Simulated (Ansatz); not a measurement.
# ScVB2: relaxing a made-up structure, part 2 of 2

Starting from a made-up structure for ScVB2, the aim is the relaxed cell, its shortest contacts and, where a second run follows, its electronic structure.

Ansatz 0.2.0; DFT, PBEsol, plane-wave PAW, default files, scalar-relativistic, ferromagnetic start, cell and ions relaxed at zero pressure (the session's first sound run).

So far: The starting structure; Relaxation of the guess. The relaxed cell has a = 3.212, c = 15.726 Å (conventional setting).

**3. Bands of the relaxed cell**

A second self-consistent run takes a narrower smearing and the mesh shown in its input; the bands follow along the standard path of the relaxed lattice.

This step: DFT, PBEsol, plane-wave PAW, default files, scalar-relativistic, no spin, bands and density of states at the relaxed cell (Ansatz 0.2.0).

Contents of input.yaml:

```yaml
crystal:
  lattice:
    - [1.6058184458, 0.9271197121, 5.2418856477]
    - [-1.6058184458, 0.9271197121, 5.2418856477]
    - [0.0, -1.8542394237, 5.2418856478]
  atoms:
    - { symbol: V, position: [0.0, 0.0, 0.0] }
    - { symbol: Sc, position: [0.5, 0.5, 0.5] }
    - { symbol: B, position: [0.2655025289, 0.2655025289, 0.2655025289] }
    - { symbol: B, position: [0.7344974711, 0.7344974711, 0.7344974711] }
kpoints:
  mp_grid: { grid: [12, 12, 12] }
  band_path:
    path:
      - [[0.0, 0.0, 0.0], [0.5, 0.0, 0.0], [0.5, 0.18752143, -0.18752143]]
      - [[0.81247857, 0.5, 0.18752143], [0.5, 0.5, 0.5], [0.0, 0.0, 0.0], [0.34376072, 0.0, -0.34376072]]
      - [[0.65623928, 0.34376072, 0.0], [0.5, 0.5, 0.0], [0.65623928, 0.65623928, 0.18752143], [0.5, 0.5, 0.5]]
      - [[0.5, 0.0, 0.0], [0.81247857, 0.34376072, 0.34376072]]
    npoints: 8
scf:
  occupations: { method: fermi_dirac, width: 0.03 }
  n_extra_bands: 8
hamiltonian:
  xc: pbesol
  pseudopotentials: { kind: paw }
output:
  forces: true
  stress: true
  write_bands: true
  dos: { projected: true }
  write_density: true
  write_potential: true
  elf: true
  volumetric_format: npy
```

Started as:

```bash
$ ansatz run input.yaml --threads 4 --pin off --max-ram 8192MiB --backend cpu --events-out ev --progress --plain --runs-dir out
```

Numbers of over 12 decimals in the logs are rounded to 6 here.

The program printed:

```text
[...]
Crystal: 4 atoms, lattice volume = 46.824 Å³
Basis set: ecut = 420 eV, 923 PW (Γ), FFT grids on a1−a2, a2, −a2+a3, exchange–correlation on 48×80×48 points (8 copies of the dense FFT grid, shifted against one another)
Bands: 23, of which v1, the nominal top of the filled ones, is band 15 counted from 1 (14 counted from 0)
Symmetry: 12 space group operations
[...]
k-points: 189 of 1728
[...]
SCF iter   1: F=—  HF=-5302.644219 eV  |F-HF|=—  |Δ(HF+E_count)|=         —  Δρ=6.91e-3  dr2=2.47e-2  ethr=1.77e-3  ⟨swp⟩=3.9  Hψ=15961  notcnv=0
[...]
SCF iter   6: F=-5302.638738 eV  HF=-5302.638738 eV  |F-HF|=1.24e-8  |Δ(HF+E_count)|=   8.07e-8  Δρ=6.53e-6  dr2=1.88e-8  ethr=3.33e-10  ⟨swp⟩=10.0  Hψ=23285  notcnv=0
SCF 1 converged in 6 iterations: F = -5302.638738 eV  dr2 = 1.88e-8
[...]
NSCF: frozen V_eff on 76 k-points
SCF converged after 6 iterations
Free energy (F): -5302.638738 eV
[...]
Internal energy: -5302.632332 eV  (E = F + TS)
E sigma→0 (E₀):  -5302.635535 eV
Entropy (-TS):   -0.006406 eV (-1.601 meV/atom)
Fermi energy:    12.035295 eV
[...]
--- Forces (eV/Å), atoms counted from 1 ---
  atom   1  V     -0.00000000     0.00000000     0.00000000
  atom   2  Sc     0.00000000     0.00000000    -0.00000000
  atom   3  B      0.00000000     0.00000000     0.01723727
  atom   4  B     -0.00000000    -0.00000000    -0.01723727
  max |Σ_I F_I| component: 6.94e-18 eV/Å
--- Stress (GPa, compression-positive) ---
       -0.122590      -0.000000      -0.000000
       -0.000000      -0.122590       0.000000
       -0.000000       0.000000       0.143449
  P = ⅓ Tr σ = -0.0339 GPa (-0.339 kbar)
--- Band table (eV; the first three rows and the last of 189) ---
  k-point 0: bands = [... 11 lower, 10.0965, 10.0965, 12.8037, 12.8037, 13.2543, 14.6670, 14.6670, 16.1275, ... 4 higher]
  k-point 1: bands = [... 11 lower, 10.0385, 10.1715, 12.6231, 12.7022, 13.2693, 14.0995, 14.7079, 15.7567, ... 4 higher]
  k-point 2: bands = [... 11 lower, 9.8721, 10.3783, 12.0340, 12.4582, 13.0382, 13.5472, 14.7556, 15.4977, ... 4 higher]
  k-point 188: bands = [... 11 lower, 10.3553, 10.3553, 12.0616, 13.0550, 13.0550, 13.2609, 13.2609, 15.6460, ... 4 higher]
```

Wall time 6.1 s (4 threads of Arm Neoverse N1, shared host); peak memory 0.5 GiB; 23 s of CPU time.

This step gave:

- free energy: -5302.6387 eV
- energy at zero smearing: -5302.6355 eV
- smearing term TS: 0.006406 eV
- pressure: -0.03391 GPa

bands.tsv at the labelled points (eV, zero at the Fermi level; the bands that come nearest the Fermi level along the path):

```tsv
point	band 12	band 13	band 14	band 15	band 16	band 17	band 18	band 19
Γ	-1.94	-1.94	0.77	0.77	1.22	2.63	2.63	4.09
L	-2.57	-1.53	-1.18	-1.06	0.26	1.86	1.94	2.78
B1	-2.79	-2.44	-1.13	-0.53	-0.39	1.39	2.49	2.70
B	-2.79	-2.44	-1.13	-0.53	-0.39	1.39	2.49	2.70
Z	-1.68	-1.68	0.03	1.02	1.02	1.23	1.23	3.61
Γ	-1.94	-1.94	0.77	0.77	1.22	2.63	2.63	4.09
X	-2.69	-2.56	-1.12	-0.64	-0.38	1.40	2.58	2.65
Q	-2.69	-2.56	-1.12	-0.64	-0.38	1.40	2.58	2.65
F	-2.03	-1.58	-1.48	-0.41	1.54	1.81	2.08	2.28
P1	-2.18	-1.55	-1.41	-0.51	1.22	1.81	1.83	2.55
Z	-1.68	-1.68	0.03	1.02	1.02	1.23	1.23	3.61
L	-2.57	-1.53	-1.18	-1.06	0.26	1.86	1.94	2.78
P	-2.18	-1.55	-1.41	-0.51	1.22	1.81	1.83	2.55
```

States per cell as run, both spins, in windows of 1 eV, from dos.tsv (zero at the Fermi level):

| from | to | total |
| --- | --- | --- |
| -8 | -7 | 0.50 |
| -7 | -6 | 1.03 |
| -6 | -5 | 1.97 |
| -5 | -4 | 0.12 |
| -4 | -3 | 1.38 |
| -3 | -2 | 2.48 |
| -2 | -1 | 3.53 |
| -1 | 0 | 2.50 |
| 0 | 1 | 1.86 |
| 1 | 2 | 2.23 |
| 2 | 3 | 2.94 |
| 3 | 4 | 2.81 |

Below -8 eV lie 16.5 more states.

ELF in the ac plane of the cell as run, not the conventional one, at fractional y = 0.000, with atoms of V within 0.2 Å of it. It is the smooth field of the valence electrons, not physical close to the nuclei.

Ten even steps from '_' (0.15) to '@' (0.74), each cell a mean:
```
@@@@**..==##++::__..====....##
##@@@@==::##%%**::__..----__..
..**%%++::++@@@@**--__..----..
::..----__::%%@@@@##--__..--==
**++--..____++@@@@@@##--__..==
++%%%%**--..--##@@@@@@##--__..
::**@@@@%%**==++%%@@@@@@**::__
__--##@@@@@@##++++##@@@@@@**::
..__--##@@@@@@##==--++%%@@%%++
==..__--##@@@@@@**..__::++####
++--____--##@@@@%%--____::::==
::==::____--##@@@@**..--++==..
__..--::____--##@@%%----%%@@**
##__..==--..__--**%%++..**@@@@
@@##__::++==..__::++**::..##@@
```
Columns run along a (5.6 Å), rows up along c (5.6 Å). Atoms in or near the plane, at fractional coordinates: V at (0.00, 0.00).

Electrostatic potential energy in the ac plane of the cell as run, not the conventional one, at fractional y = 0.000, with atoms of V within 0.2 Å of it. With pseudopotentials it is smooth inside the atoms' cores, unlike the true potential.

Ten even steps from '_' (-19 eV) to '@' (15 eV), each cell a mean:
```
::..__**@@@@@@@@@@@@@@@@%%==__
______::##@@@@@@@@@@@@@@@@%%==
==______++%%%%%%@@@@@@@@@@@@%%
@@**--..==##%%%%%%%%@@@@@@@@@@
@@@@%%****##%%%%####%%@@@@@@@@
@@@@@@%%%%%%@@%%##**##%%@@@@@@
@@@@@@%%%%%%@@@@%%####%%@@@@@@
@@@@@@%%####%%@@@@%%%%%%%%@@@@
@@@@@@%%##**##%%@@@@%%%%%%@@@@
@@@@@@@@%%##**##%%%%####%%@@@@
@@@@@@@@@@%%####%%%%**==++##@@
@@@@@@@@@@@@%%%%%%%%**..__::**
++%%@@@@@@@@@@@@@@@@%%--______
__==%%@@@@@@@@@@@@@@@@**____..
::__++@@@@@@@@@@@@@@@@@@==__::
```
Columns run along a (5.6 Å; values clipped at the 3rd and 97th percentile), rows up along c (5.6 Å). Atoms in or near the plane, at fractional coordinates: V at (0.00, 0.00).

Valence density in the ac plane of the cell as run, not the conventional one, at fractional y = 0.000, with atoms of V within 0.2 Å of it. It is the smooth field of the valence electrons, not physical close to the nuclei.

Ten steps, logarithmic in the rise over the least value, from '0' (0 e/Å³) to '9' (13 e/Å³), each cell a mean:
```
997311000000148
798521110000014
367632221000001
134432222110000
112222222211000
012221122221000
011222112222100
001222211222210
000122221122210
000122222122211
000012222223321
100001122224653
310000011224787
731000001113699
973100000011379
```
Columns run along a (5.6 Å), rows up along c (5.6 Å). Atoms in or near the plane, at fractional coordinates: V at (0.00, 0.00).

**4. Outcome**

```yaml
space_group_relaxed: R-3m
conventional_cell: a = 3.212, b = 3.212, c = 15.726 Å; α = 90.0°, β = 90.0°, γ = 120.0°
volume_per_atom: 11.71 Å³ (guess 9.54)
total_moment: 0.00 μB in the cell of 4 atoms
```

ScVB2 relaxes to R-3m with a = 3.212, b = 3.212 and c = 15.726 Å. The guessed volume was 19 % too small. The space group R-3m was held in the relaxation, so the end point is a stationary structure within it and may be a saddle against distortions or other arrangements. The moments died out from this one start and weren't seeded again at the relaxed cell. Bands cross the Fermi level, so it is a metal or semimetal at this level. On the 12×12×12 mesh with the narrower smearing (relaxed on 10×10×10) the largest force component is 0.017 eV/Å and the largest stress component is 0.143 GPa, against the relaxation's thresholds of 0.015 eV/Å and 0.05 GPa. The cutoff wasn't tested. No dispersion term is used, so weakly bound directions may come out too long. Nothing here tests whether the compound is stable against decomposition.

[Logs are printed without paths, hosts, clocks, repeated set-up lines and the standing remarks that a program may print on its own settings, such as how far it seeks lower states.]

[Hosts, paths, dates, database ids (printed as entryN), source tags and the programs' standing remarks are cut or masked in the printed files.]
